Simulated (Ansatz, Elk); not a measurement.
## Sr3Al: X-ray structure factors from the self-consistent density

The structure of Sr3Al used here is made up (a known structure type with other elements) and was relaxed beforehand with PBE. The aim is the Fourier transform of its all-electron density, F(hkl), set beside the sum over free spherical atoms that refinements use.

Method: DFT, PBE, all-electron APW+lo, Dirac cores, scalar-relativistic bands, static density, no spin, in Elk 11.2.3 (patched build).

The structure was built from a prototype and need not be the compound's stable phase.

## (1) The starting structure

Symmetry: Fm-3m, No. 225, cubic system. The conventional cell has a = 8.521 Å, b = 8.521 Å, c = 8.521 Å, α = 90.00°, β = 90.00°, γ = 90.00°. Nearest to Sr lie 4 Al at 3.69 Å and 4 Sr at 3.69 Å. Nearest to Sr lie 8 Sr at 3.69 Å. Nearest to Al lie 8 Sr at 3.69 Å. Farther neighbours are not listed.

## (2) Ground state and structure factors

An all-electron density is needed, since X-rays see the cores too. Task 0 finds the density and task 195 Fourier-transforms it; tshift is off so that phases refer to the origin typed.

elk.in reads:

```
tasks
  0
  195

xctype
  20

spinpol
  .false.

rgkmax
  7.0

gmaxvr
  14.0

lmaxo
  7

lmaxapw
  8

swidth
  0.002

tshift
  .false.

hmaxvr
  5.5

maxscl
  120

epspot
  1e-06

sppath
  './'

avec
  0.00000000000 8.05117815397 8.05117815397
  8.05117815397 0.00000000000 8.05117815397
  8.05117815397 8.05117815397 0.00000000000

atoms
  2
  'Sr.in'
  3
  0.7500000000 0.7500000000 0.7500000000   0.000000 0.000000 0.000000
  0.5000000000 0.5000000000 0.5000000000   0.000000 0.000000 0.000000
  0.2500000000 0.2500000000 0.2500000000   0.000000 0.000000 0.000000
  'Al.in'
  1
  0.0000000000 0.0000000000 0.0000000000   0.000000 0.000000 0.000000

ngridk
  5 5 5
```

The run is started by

```console
$ OMP_NUM_THREADS=4 elk
```

Numbers of over 12 decimals in the logs are rounded to 6 here.

What it wrote:

```text
┌─────────────────────────┐
│ Elk code version 11.2.3 │
└─────────────────────────┘

All units are atomic (Hartree, Bohr, etc.)

┌─────────────────────────────────────────────────┐
│ Ground-state run starting from atomic densities │
└─────────────────────────────────────────────────┘

Lattice vectors :
   0.000000000       8.051178154       8.051178154
   8.051178154       0.000000000       8.051178154
   8.051178154       8.051178154       0.000000000

Reciprocal lattice vectors :
 -0.3902028490      0.3902028490      0.3902028490
  0.3902028490     -0.3902028490      0.3902028490
  0.3902028490      0.3902028490     -0.3902028490

Unit cell volume      :    1043.778401
Brillouin zone volume :   0.2376464326

Muffin-tin inner radius fraction :   0.1000000000E-01

Nuclei treated as point charges

Species : 1 (Sr)
 parameters loaded from : Sr.in
 name : strontium
 nuclear charge    :   -38.00000000
 electronic charge :    38.00000000
 atomic mass :    159721.4892
 muffin-tin radius :    2.600000000
 number of radial points in muffin-tin :   1193
 inner part over the whole radius :   0.9909106339E-02
 number on inner part of muffin-tin    :    847
 approximate nuclear radius :   0.8067967193E-04
 number of mesh points to nuclear radius :    415
 atomic positions (lattice), magnetic fields (Cartesian) :
  1 :  -0.25000000 -0.25000000 -0.25000000    0.00000000  0.00000000  0.00000000
  2 :   0.50000000  0.50000000  0.50000000    0.00000000  0.00000000  0.00000000
  3 :   0.25000000  0.25000000  0.25000000    0.00000000  0.00000000  0.00000000

Species : 2 (Al)
 parameters loaded from : Al.in
 name : aluminium
 nuclear charge    :   -13.00000000
 electronic charge :    13.00000000
 atomic mass :    49184.33496
 muffin-tin radius :    2.200000000
 number of radial points in muffin-tin :    793
 inner part over the whole radius :   0.9821194981E-02
 number on inner part of muffin-tin    :    552
 approximate nuclear radius :   0.5839653600E-04
 number of mesh points to nuclear radius :    244
 atomic positions (lattice), magnetic fields (Cartesian) :
  1 :   0.00000000  0.00000000  0.00000000    0.00000000  0.00000000  0.00000000

Total number of atoms per unit cell :    4
Total muffin-tin volume :    265.4687680
 ratio of muffin-tin to unit cell volume :   0.2543344141

Spin treatment :
 spin-unpolarised

Number of Bravais lattice symmetries :   48
Number of crystal symmetries         :   48
Crystal has inversion symmetry
Real symmetric eigensolver will be used

k-point grid :      5     5     5
k-point offset :    0.000000000       0.000000000       0.000000000
k-point set is reduced with full crystal symmetry group
Total number of k-points :       10

Muffin-tin radius times maximum |G+k| :    7.000000000
 using average radius
Maximum |G+k| for APW functions       :    2.800000000
Maximum (1/2)|G+k|²                   :    3.920000000
Maximum |G| for potential and density :    14.00000000
Constant for pseudocharge density :    9
 order of it for each species :   16  16
 order of it for pair densities of each species (exact exchange by exxq0 0: 17) :   11   6
Radial integration step length :    1

G-vector grid sizes :     54    54    54
Number of G-vectors :    48359

Maximum angular momentum used for
 APW functions            :    8
 outer part of muffin-tin :    7
 inner part of muffin-tin :    2

Total nuclear charge    :   -127.0000000
Total core charge       :    88.00000000
Total valence charge    :    39.00000000
Total excess charge     :    0.000000000
Total electronic charge :    127.0000000

Effective Wigner radius, rₛ :    1.251906781

Number of empty states         :     16
Total number of valence states :     36
Total number of core states    :     88

Third-order local-orbitals added for an l without core states : T
Total number of local-orbitals :     34

Exchange-correlation functional :     20     0     0
 Perdew-Burke-Ernzerhof, Phys. Rev. Lett. 77, 3865 (1996)
 gradient requirement :    1
[...]
exchange                    :     -328.07671095851
 correlation                 :     -6.168149
 electron entropic           :    -0.14115565868614E-02
 total energy                :     -9784.2505442185

Density of states at Fermi energy :    116.7561601
 (states/Hartree/unit cell)

Estimated indirect band gap :   0.3735859854E-02
 from k-point 1 to k-point 5
Estimated direct band gap   :   0.5349240154E-02
 at k-point 1

Charges :
 core                        :    88.00000000
 valence                     :    39.00000000
 interstitial                :    8.073187017
 muffin-tins (core leakage)
  species : 1 (Sr)
   atom 1                    :    35.94310353     (  0.2855654095E-04)
   atom 2                    :    35.91773294     (  0.2866804376E-04)
[...]
species : 2 (Al)
[...]
total in muffin-tins        :    118.9268130
 total calculated charge     :    126.9994273
 total charge                :    127.0000000
 error                       :   0.5727495276E-03

RMS change in Kohn-Sham potential (target) :   0.3239961986     (  0.1000000000E-05)
Absolute change in total energy (target)   :    1.280151909     (  0.1000000000E-03)

[... loops 3 to 13 left out ...]

┌──────────────────┐
│ Loop number : 14 │
└──────────────────┘

Energies :
 Fermi                       :     0.161922
 sum of occupied eigenvalues :     -5758.4061843434
 electron kinetic            :      10068.875785768
 core electron kinetic       :      9866.1308612016
 Coulomb                     :     -19517.008215956
 Coulomb potential           :     -15392.186291092
 nuclear-nuclear             :     -964.97915904767
 electron-nuclear            :     -21726.162875602
 Hartree                     :      3174.1338186935
 Madelung                    :     -11820.915070410
 xc potential                :     -435.09567901966
 exchange                    :     -328.05433797619
 correlation                 :     -6.171537
 electron entropic           :    -0.16743690762842E-02
 total energy                :     -9782.3599795211

Density of states at Fermi energy :    143.3677242
 (states/Hartree/unit cell)

Estimated indirect band gap :   0.2225036126E-02
 from k-point 10 to k-point 1
Estimated direct band gap   :   0.1737042161E-01
 at k-point 5

Charges :
 core                        :    88.00000000
 valence                     :    39.00000000
 interstitial                :    8.068971960
 muffin-tins (core leakage)
  species : 1 (Sr)
[...]
species : 2 (Al)
[...]
total in muffin-tins        :    118.9310280
 total calculated charge     :    126.9994425
 total charge                :    127.0000000
 error                       :   0.5574754382E-03

RMS change in Kohn-Sham potential (target) :   0.4652757808E-07 (  0.1000000000E-05)
Absolute change in total energy (target)   :   0.4408155291E-04 (  0.1000000000E-03)

Convergence targets achieved

┌──────────────────┐
│ Loop number : 15 │
└──────────────────┘

Energies :
 Fermi                       :     0.161922
 sum of occupied eigenvalues :     -5758.4061850787
 electron kinetic            :      10068.875786186
 core electron kinetic       :      9866.1308621513
 Coulomb                     :     -19517.008216064
 Coulomb potential           :     -15392.186291799
 nuclear-nuclear             :     -964.97915904767
 electron-nuclear            :     -21726.162875091
 Hartree                     :      3174.1338180753
 Madelung                    :     -11820.915070164
 xc potential                :     -435.09567946570
 exchange                    :     -328.05433796201
 correlation                 :     -6.171537
 electron entropic           :    -0.16743690969358E-02
 total energy                :     -9782.3599791979

Density of states at Fermi energy :    143.3677241
 (states/Hartree/unit cell)

Estimated indirect band gap :   0.2225028640E-02
 from k-point 10 to k-point 1
Estimated direct band gap   :   0.1737042545E-01
 at k-point 5

Charges :
 core                        :    88.00000000
 valence                     :    39.00000000
 interstitial                :    8.068971993
 muffin-tins (core leakage)
  species : 1 (Sr)
[...]
atom 2                    :    35.97931453     (  0.2845491374E-04)
   atom 3                    :    35.96033179     (  0.2839053870E-04)
  species : 2 (Al)
   atom 1                    :    11.03104989     (  0.4543153381E-03)
 total in muffin-tins        :    118.9310280
 total calculated charge     :    126.9994425
 total charge                :    127.0000000
 error                       :   0.5574754426E-03

┌──────────────────────────────┐
│ Self-consistent loop stopped │
└──────────────────────────────┘

Warning : core states of species 2 leak from the muffin-tin :   0.4543153381E-03

Wrote STATE.OUT
```

The job ended after 22 s (4 threads of Arm Neoverse V2, shared host; peak memory 0.21 GiB; 37 s of CPU time).

SFACRHO.OUT:

```text

h k l indices transformed by vhmat matrix:
   1.000000000       0.000000000       0.000000000    
   0.000000000       1.000000000       0.000000000    
   0.000000000       0.000000000       1.000000000    

      h      k      l  multipl.   |H|            Re(F)            Im(F)           |F|

      0      0      0      1   0.0000000       127.00000      0.74576982E-16   127.00000    
      0      1      0      8  0.67585116      -23.071055      0.18122043E-13   23.071055    
      1      0      1      6  0.78040570      -22.785872     -0.74374139E-14   22.785872    
     -2     -1     -1     12   1.1036603       104.07530      0.15293895E-13   104.07530    
      1      0      2     24   1.2941564      -21.156737      0.10823078E-13   21.156737    
      0     -2      0      8   1.3517023      -21.002553      0.33544927E-13   21.002553    
      0     -2     -2      6   1.5608114       94.213198      0.14215821E-13   94.213198    
      2     -1      0     24   1.7008548      -19.278222     -0.72563137E-14   19.278222    
     -2     -1      1     24   1.7450402      -19.085442      0.31134996E-13   19.085442    
      1      1     -2     24   1.9115958       87.062749     -0.17597143E-13   87.062749    
      3      0      0      8   2.0275535      -17.828714      0.10853010E-13   17.828714    
     -3     -2      0     24   2.0275535      -17.895599     -0.14473216E-13   17.895599    
      2     -2      0     12   2.2073206       81.587300      0.16484618E-13   81.587300    
      1     -1      3     48   2.3084712      -16.809517      0.72485306E-14   16.809517    
     -1     -1     -4     24   2.3412171      -16.718893      0.17318181E-13   16.718893    
      0     -3     -3      6   2.3412171      -16.681456      0.17753475E-13   16.681456    
     -1     -4     -3     24   2.4678595       77.228134      0.23045587E-13   77.228134    
      0     -4     -1     24   2.5587312      -16.048431     -0.54333669E-13   16.048431
```

Elk indexes on the primitive cell of elk.in and gives |H| = 4π sin θ/λ in inverse bohr. Below, one row stands for each form hkl of the conventional cell (m members, Friedel mates merged), F is for one primitive cell and the density is static (no thermal factor). Free-atom factors are Waasmaier and Kirfel's, and R is Σm||F|−|F'||/Σm|F|.

```csv
hkl,m,sin θ/λ (Å⁻¹),"abs F, DFT",neutral atoms,diff.
111,8,0.102,23.071,23.185,-0.114
200,6,0.117,22.786,22.833,-0.047
220,12,0.166,104.075,104.146,-0.071
311,24,0.195,21.157,20.988,+0.168
222,8,0.203,21.003,20.752,+0.251
400,6,0.235,94.213,94.214,-0.001
331,24,0.256,19.278,19.244,+0.034
420,24,0.262,19.085,19.052,+0.034
422,24,0.287,87.063,87.088,-0.025
333,8,0.305,17.829,17.871,-0.043
511,24,0.305,17.896,17.871,+0.024
440,12,0.332,81.587,81.618,-0.031
531,48,0.347,16.809,16.829,-0.019
442,24,0.352,16.719,16.717,+0.002
600,6,0.352,16.681,16.717,-0.036
620,24,0.371,77.228,77.256,-0.028
533,24,0.385,16.048,16.032,+0.016
622,24,0.389,15.928,15.946,-0.018
```

## (3) What came out

- R against neutral atoms, sin θ/λ < 0.3 Å⁻¹: 0.18 %
- R against neutral atoms, 0.3 to 0.82 Å⁻¹: 0.14 %

Independent neutral atoms miss the calculated amplitudes by R = 0.18 % below 0.3 Å⁻¹ and 0.14 % from there to 0.82 Å⁻¹; by shells, 0.37 % below 0.15 Å⁻¹ (2 forms), 0.17 % 0.15 to 0.3 (7 forms), 0.07 % 0.3 to 0.45 (14 forms), 0.16 % above 0.45 (80 forms). Bonding, aspherical density and the tables' own atoms all enter these figures, and the runs don't part them. The largest change of an amplitude is +0.25 electrons, at 222. The basis has no finished test. The k-mesh has no finished test. Part of the difference isn't bonding: the tables are fits to free atoms and ions calculated by other methods than this functional. Thermal motion, anomalous dispersion and extinction are left out.

[Logs are printed without paths, hosts, clocks, repeated set-up lines and the standing remarks that a program may print on its own settings, such as how far it seeks lower states.]

[Hosts, paths, dates, database ids (printed as entryN), source tags and the programs' standing remarks are cut or masked in the printed files.]
